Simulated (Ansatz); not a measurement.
**Si3N4 (P6_3/m): the gap up the ladder of methods**

Wanted: a ladder of band gaps for Si3N4 (P6_3/m), from density functionals to G0W0.

Main program and level: Ansatz 0.2.0; density functionals, hybrids and G0W0, plane waves, PAW.

Most raw output is cut from this account.

In doubt: masses and optical values from hybrid runs of this build are listed as unsure (step 9), which bears on the screening that GW takes from such a start.

## Step 1: The starting structure

Symmetry: P6_3/m, No. 176, hexagonal system. The conventional cell has a = 7.604 Å, b = 7.604 Å, c = 2.906 Å, α = 90.00°, β = 90.00°, γ = 120.00°. Si has 4 N at 1.73 to 1.74 Å nearest. Nearest to N lie 3 Si at 1.74 Å. Nearest to N lie 3 Si at 1.73 Å. Farther neighbours and most contacts between anions are not listed.

The cell and positions come from the Crystallography Open Database and are kept as given unless a step says otherwise.

The logs state that the PAW files were generated under PBE.

## Step 2: LDA on the 6×6×8 mesh

This step: DFT, LDA, plane waves, PAW; PAW set soft_1.

Contents of input.yaml:

```yaml
crystal:
  lattice:
    - [7.6044, 0.0, 0.0]
    - [-3.8022, 6.5856035805, 0.0]
    - [0.0, 0.0, 2.9063]
  atoms:
    - { symbol: Si, position: [0.768477, 0.174557, 0.25] }
    - { symbol: Si, position: [0.59392, 0.768477, 0.75] }
    - { symbol: Si, position: [0.825443, 0.59392, 0.25] }
    - { symbol: Si, position: [0.231523, 0.825443, 0.75] }
    - { symbol: Si, position: [0.40608, 0.231523, 0.25] }
    - { symbol: Si, position: [0.174557, 0.40608, 0.75] }
    - { symbol: "N", position: [0.0305, 0.33024, 0.25] }
    - { symbol: "N", position: [0.70026, 0.0305, 0.75] }
    - { symbol: "N", position: [0.66976, 0.70026, 0.25] }
    - { symbol: "N", position: [0.9695, 0.66976, 0.75] }
    - { symbol: "N", position: [0.29974, 0.9695, 0.25] }
    - { symbol: "N", position: [0.33024, 0.29974, 0.75] }
    - { symbol: "N", position: [0.6666666667, 0.3333333333, 0.25] }
    - { symbol: "N", position: [0.3333333333, 0.6666666667, 0.75] }
kpoints:
  mp_grid: { grid: [6, 6, 8] }
  band_path:
    path:
      - [0.0, 0.0, 0.0]
      - [0.5, 0.0, 0.0]
      - [0.33333333, 0.33333333, 0.0]
      - [0.0, 0.0, 0.5]
      - [0.5, 0.0, 0.5]
      - [0.33333333, 0.33333333, 0.5]
      - [0.0, 0.0, 0.15]
    npoints: 1
hamiltonian:
  xc: lda
  pseudopotentials: { kind: paw, azcp: { folder: soft_1 }, xc_functional: pbe }
scf:
  occupations: { method: fixed }
  n_extra_bands: 8
output:
  eigenvalues: true
  forces: true
  stress: true
```

The run is started by

```console
> ansatz run input.yaml --threads 2 --pin off --max-ram 73728MiB --backend cuda --events-out ev --progress --plain --runs-dir out --devices 1 --max-vram 13GiB
```

Run time: 6.5 s. Hardware: 1 × NVIDIA H100 80GB HBM3 (shared by 6 runs) with 2 threads of AMD EPYC 7R13 (Zen 3), shared host; peak memory 0.96 GiB; 5.7 s of CPU time.

Numbers from this step:

```yaml
pressure: -3.266 GPa
gap: 4.154 eV
valence_top_at: k = (0.000, 0.000, 0.150)
conduction_bottom_at: Γ
least_direct_gap: 4.353 eV
```

Over mesh and listed points the gap is 4.154 eV, from k = (0.000, 0.000, 0.150) to k = Γ. The least direct gap found is 4.353 eV, at k = Γ. On the 6×6×8 mesh alone the same run gives 4.168 eV, so that mesh misses an edge of LDA: 4.168 − 4.154 = +0.014 eV.

## Step 3: PBEsol on the 6×6×8 mesh

This step: DFT, PBEsol, plane waves, PAW; PAW set soft_1.

input.yaml, as its differences from that of step 2:

```diff
@@ -33,3 +33,3 @@
 hamiltonian:
-  xc: lda
+  xc: pbesol
   pseudopotentials: { kind: paw, azcp: { folder: soft_1 }, xc_functional: pbe }
@@ -42 +42,5 @@
   stress: true
+  write_density: true
+  write_potential: true
+  elf: true
+  volumetric_format: npy
```

Wall time 9.2 s (1 × NVIDIA H100 80GB HBM3 (shared by 6 runs) with 2 threads); peak memory 1 GiB; 11 s of CPU time.

This step gave:

| Quantity | Value |
| --- | --- |
| pressure | 1.793 GPa |
| gap | 4.190 eV |
| valence top at | k = (0.000, 0.000, 0.150) |
| conduction bottom at | Γ |
| least direct gap | 4.388 eV |

Over mesh and listed points the gap is 4.190 eV, from k = (0.000, 0.000, 0.150) to k = Γ. The least direct gap found is 4.388 eV, at k = Γ. On the 6×6×8 mesh alone the same run gives 4.205 eV, so that mesh misses an edge of PBEsol: 4.205 − 4.190 = +0.015 eV. PBEsol against LDA: 4.190 − 4.154 = +0.036 eV, with the same mesh, files and cutoff, and both edges at the same k points.

## Step 4: PBE on the 6×6×8 mesh

Levels along a band path and on the mesh show where this functional puts the band edges.

This step: DFT, PBE, plane waves, PAW; PAW set soft_1.

input.yaml, the sections that differ from step 3:

```yaml
kpoints:
  mp_grid: { grid: [6, 6, 8] }
  band_path:
    path:
      - [[0.0, 0.0, 0.0], [0.5, 0.0, 0.0], [0.33333333, 0.33333333, 0.0], [0.0, 0.0, 0.0], [0.0, 0.0, 0.5], [0.5, 0.0, 0.5], [0.33333333, 0.33333333, 0.5], [0.0, 0.0, 0.5]]
      - [[0.5, 0.0, 0.5], [0.5, 0.0, 0.0]]
      - [[0.33333333, 0.33333333, 0.5], [0.33333333, 0.33333333, 0.0]]
    npoints: 10
hamiltonian:
  xc: pbe
  pseudopotentials: { kind: paw, azcp: { folder: soft_1 } }
scf:
  occupations: { method: fermi_dirac, width: 0.02 }
  n_extra_bands: 8
# crystal, output: as in step 3
```

It took 11 s on 1 × NVIDIA H100 80GB HBM3 (shared by 6 runs) with 2 threads; peak memory 0.99 GiB; 4.6 s of CPU time.

This step gave:

| Quantity | Value |
| --- | --- |
| pressure | 5.536 GPa |
| gap | 4.327 eV |
| valence top at | k = (0.000, 0.000, 0.150) |
| conduction bottom at | Γ |
| least direct gap | 4.521 eV |

Over mesh and path the gap is 4.327 eV, from k = (0.000, 0.000, 0.150) to k = Γ. The least direct gap found is 4.521 eV, at k = Γ. On the 6×6×8 mesh alone the same run gives 4.342 eV, so that mesh misses an edge of PBE: 4.342 − 4.327 = +0.015 eV. The pressure in this cell is 6 GPa; the cell is kept. PBE against PBEsol: 4.327 − 4.190 = +0.137 eV, with the same mesh, files and cutoff, and both edges at the same k points.

## Step 5: HSE06 on the 3×3×6 mesh

HSE06 mixes in a quarter of exact exchange at short range.

This step: DFT, HSE06, plane waves, PAW; PAW set soft_1.

input.yaml, as its differences from that of step 4:

```diff
@@ -21,14 +21,18 @@
 kpoints:
-  mp_grid: { grid: [6, 6, 8] }
+  mp_grid: { grid: [3, 3, 6] }
   band_path:
     path:
-      - [[0.0, 0.0, 0.0], [0.5, 0.0, 0.0], [0.33333333, 0.33333333, 0.0], [0.0, 0.0, 0.0], [0.0, 0.0, 0.5], [0.5, 0.0, 0.5], [0.33333333, 0.33333333, 0.5], [0.0, 0.0, 0.5]]
-      - [[0.5, 0.0, 0.5], [0.5, 0.0, 0.0]]
-      - [[0.33333333, 0.33333333, 0.5], [0.33333333, 0.33333333, 0.0]]
-    npoints: 10
+      - [0.0, 0.0, 0.0]
+      - [0.5, 0.0, 0.0]
+      - [0.33333333, 0.33333333, 0.0]
+      - [0.0, 0.0, 0.5]
+      - [0.5, 0.0, 0.5]
+      - [0.33333333, 0.33333333, 0.5]
+      - [0.0, 0.0, 0.15]
+    npoints: 1
 hamiltonian:
-  xc: pbe
+  xc: hse06
   pseudopotentials: { kind: paw, azcp: { folder: soft_1 } }
 scf:
-  occupations: { method: fermi_dirac, width: 0.02 }
+  occupations: { method: fixed }
   n_extra_bands: 8
@@ -36,4 +40,2 @@
   eigenvalues: true
-  forces: true
-  stress: true
   write_density: true
```

The job ended after 35 s (1 × NVIDIA H100 80GB HBM3 (shared by 6 runs) with 2 threads; peak memory 1.5 GiB).

This step gave:

```
gap                     : 5.764 eV
valence top at          : k = (0.000, 0.000, 0.167)
conduction bottom at    : Γ
least direct gap        : 5.988 eV
exact-exchange fraction : 0.25
```

Over mesh and listed points the gap is 5.764 eV, from k = (0.000, 0.000, 0.167) to k = Γ. The least direct gap found is 5.988 eV, at k = Γ. HSE06 against PBE: 5.764 − 4.327 = +1.437 eV. The runs also differ in mesh (6×6×8 and 3×3×6), and the valence top lies at another k point, so how much of this comes from the functional alone is not known.

## Step 6: PBE0 on the 3×3×6 mesh

PBE0 mixes in a quarter of exact exchange at all distances.

This step: DFT, PBE0, plane waves, PAW; PAW set soft_1.

input.yaml, as its differences from that of step 5:

```diff
@@ -33,3 +33,3 @@
 hamiltonian:
-  xc: hse06
+  xc: pbe0
   pseudopotentials: { kind: paw, azcp: { folder: soft_1 } }
@@ -40,5 +40 @@
   eigenvalues: true
-  write_density: true
-  write_potential: true
-  elf: true
-  volumetric_format: npy
```

The job ended after 36 s (1 × NVIDIA H100 80GB HBM3 (shared by 6 runs) with 2 threads; peak memory 1.5 GiB; 51 s of CPU time).

Numbers from this step:

```yaml
gap: 6.526 eV
valence_top_at: k = (0.000, 0.000, 0.167)
conduction_bottom_at: Γ
least_direct_gap: 6.756 eV
exact_exchange_fraction: 0.25
```

Over mesh and listed points the gap is 6.526 eV, from k = (0.000, 0.000, 0.167) to k = Γ. The least direct gap found is 6.756 eV, at k = Γ. PBE0 against HSE06: 6.526 − 5.764 = +0.762 eV, with the same mesh, files and cutoff, and both edges at the same k points.

## Step 7: DDH-PBE0 on the 3×3×6 mesh

The input asks for a share of exact exchange of one over the crystal's ε∞, which the program works out first.

This step: DFT, dielectric-dependent PBE0 (fraction 1/eps_inf of PBE), plane waves, PAW; PAW set soft_1.

input.yaml, as its differences from that of step 6:

```diff
@@ -20,2 +20,3 @@
     - { symbol: "N", position: [0.3333333333, 0.6666666667, 0.75] }
+  host: atoms
 kpoints:
@@ -33,3 +34,6 @@
 hamiltonian:
-  xc: pbe0
+  xc:
+    exchange: pbe
+    correlation: pbe
+    exx: { coeff: inverse_dielectric }
   pseudopotentials: { kind: paw, azcp: { folder: soft_1 } }
@@ -40 +44,5 @@
   eigenvalues: true
+  write_density: true
+  write_potential: true
+  elf: true
+  volumetric_format: npy
```

Wall time 1.9 min (1 × NVIDIA H100 80GB HBM3 (shared by 6 runs) with 2 threads); peak memory 3.4 GiB; 3.1 min of CPU time.

Numbers from this step:

```yaml
gap: 6.396 eV
valence_top_at: k = (0.000, 0.000, 0.167)
conduction_bottom_at: Γ
least_direct_gap: 6.624 eV
exact_exchange_fraction: 0.2354
```

Over mesh and listed points the gap is 6.396 eV, from k = (0.000, 0.000, 0.167) to k = Γ. The least direct gap found is 6.624 eV, at k = Γ. DDH-PBE0 against PBE0: 6.396 − 6.526 = −0.130 eV, with the same mesh, files and cutoff, and both edges at the same k points.

## Step 8: G0W0@PBE, 3×3×6 mesh, 798 empty bands, screening to 180 eV, PAW set soft_1 files

G0W0 replaces the xc potential by a self-energy built once from the orbitals of the start. Levels are corrected in the window of bands that the input names, at points of the mesh.

This step: G0W0 on PBE, plane waves, PAW; PAW set soft_1.

input.yaml, as its differences from that of step 7:

```diff
@@ -20,20 +20,6 @@
     - { symbol: "N", position: [0.3333333333, 0.6666666667, 0.75] }
-  host: atoms
 kpoints:
   mp_grid: { grid: [3, 3, 6] }
-  band_path:
-    path:
-      - [0.0, 0.0, 0.0]
-      - [0.5, 0.0, 0.0]
-      - [0.33333333, 0.33333333, 0.0]
-      - [0.0, 0.0, 0.5]
-      - [0.5, 0.0, 0.5]
-      - [0.33333333, 0.33333333, 0.5]
-      - [0.0, 0.0, 0.15]
-    npoints: 1
 hamiltonian:
-  xc:
-    exchange: pbe
-    correlation: pbe
-    exx: { coeff: inverse_dielectric }
+  xc: pbe
   pseudopotentials: { kind: paw, azcp: { folder: soft_1 } }
@@ -41,8 +27,7 @@
   occupations: { method: fixed }
-  n_extra_bands: 8
-output:
-  eigenvalues: true
-  write_density: true
-  write_potential: true
-  elf: true
-  volumetric_format: npy
+gw:
+  n_empty_bands: 798
+  ecut_chi: 180.0
+  qp_bands: [v4, c4]
+  qp_kpoints: band_edges
+  screening: { model: contour_deformation }
```

Wall time 86 s (1 × NVIDIA H100 80GB HBM3 (shared by 6 runs) with 2 threads); peak memory 2.7 GiB; 2 min of CPU time.

This step gave:

```
bands summed                                    : 830
RPA ε∞ on this mesh (eigenvalues)               : 3.988, 3.988, 4.082
plane waves in the screening matrix             : 793
G0W0 gap over the corrected points              : 6.096 eV
k of the valence top                            : 0, 0, 0.1667
k of the conduction bottom                      : 0, 0, 0
starting gap on the mesh                        : 4.324 eV
Z at the valence top                            : 0.7900
Z at the conduction bottom                      : 0.8346
least direct G0W0 gap over the corrected points : 6.331 eV
```

Over 10 of 12 irreducible mesh points the G0W0 gap is 6.096 eV, from k = (0.000, 0.000, 0.167) to k = Γ. The PBE gap of this run on the mesh is 4.324 eV. The two states that bound the G0W0 gap lie that far apart at the start, so the correction of the gap is 6.096 − 4.324 = +1.772 eV.

## Step 9: G0W0@HSE06, 3×3×6 mesh, 370 empty bands, screening to 108 eV, PAW set soft_1 files

This step: G0W0 on HSE06, plane waves, PAW; PAW set soft_1.

input.yaml, as its differences from that of step 8:

```diff
@@ -23,3 +23,3 @@
 hamiltonian:
-  xc: pbe
+  xc: hse06
   pseudopotentials: { kind: paw, azcp: { folder: soft_1 } }
@@ -28,4 +28,4 @@
 gw:
-  n_empty_bands: 798
-  ecut_chi: 180.0
+  n_empty_bands: 370
+  ecut_chi: 108
   qp_bands: [v4, c4]
```

Run time: 83 s. Hardware: 1 × NVIDIA H100 80GB HBM3 (shared by 6 runs) with 2 threads; peak memory 2.1 GiB; 1.7 min of CPU time.

Numbers from this step:

```yaml
bands_summed: 402
rpa_eps_infinity_on_this_mesh_eigenvalues: 3.425, 3.425, 3.506
plane_waves_in_the_screening_matrix: 377
g0w0_gap_over_the_corrected_points: 6.540 eV
k_of_the_valence_top: 0, 0, 0.1667
k_of_the_conduction_bottom: 0, 0, 0
starting_gap_on_the_mesh: 5.764 eV
z_at_the_valence_top: 0.8193
z_at_the_conduction_bottom: 0.8560
least_direct_g0w0_gap_over_the_corrected_points: 6.779 eV
```

Over 10 of 12 irreducible mesh points the G0W0 gap is 6.540 eV, from k = (0.000, 0.000, 0.167) to k = Γ. The HSE06 gap of this run on the mesh is 5.764 eV. The two states that bound the G0W0 gap lie that far apart at the start, so the correction of the gap is 6.540 − 5.764 = +0.776 eV. G0W0@HSE06 against G0W0@PBE with 402 bands (a further run, in the table below): 6.540 − 5.921 = +0.619 eV, with the same mesh, files and cutoffs, and both edges at the same k points.

(Part 1 of 2 ends here.)

[Paths, hosts, dates, memory and timing lines, banners, echoed tables and standing remarks are left out of the program output.]

[Logs are printed without paths, hosts, clocks, repeated set-up lines and the standing remarks that a program may print on its own settings, such as how far it seeks lower states.]

[Runs of the session that timed out or met a known fault of the program may be left out.]

[Cells called generated may have been cut or substituted from an entry of the Crystallography Open Database or the Materials Project.]

[Hosts, paths, dates, database ids (printed as entryN), source tags and the programs' standing remarks are cut or masked in the printed files.]

[Where an RPA ε∞ is given, it is that of the G0W0 mesh and is not shown converged in it. Names of k-points follow the symmetry that the program found, which can be lower than the space group named. Band edges on a path are those of the sampled points; other points can move an edge, and change direct to indirect where valleys lie close.]

[Hybrid gaps are those of their k-mesh and are not shown converged in it.]
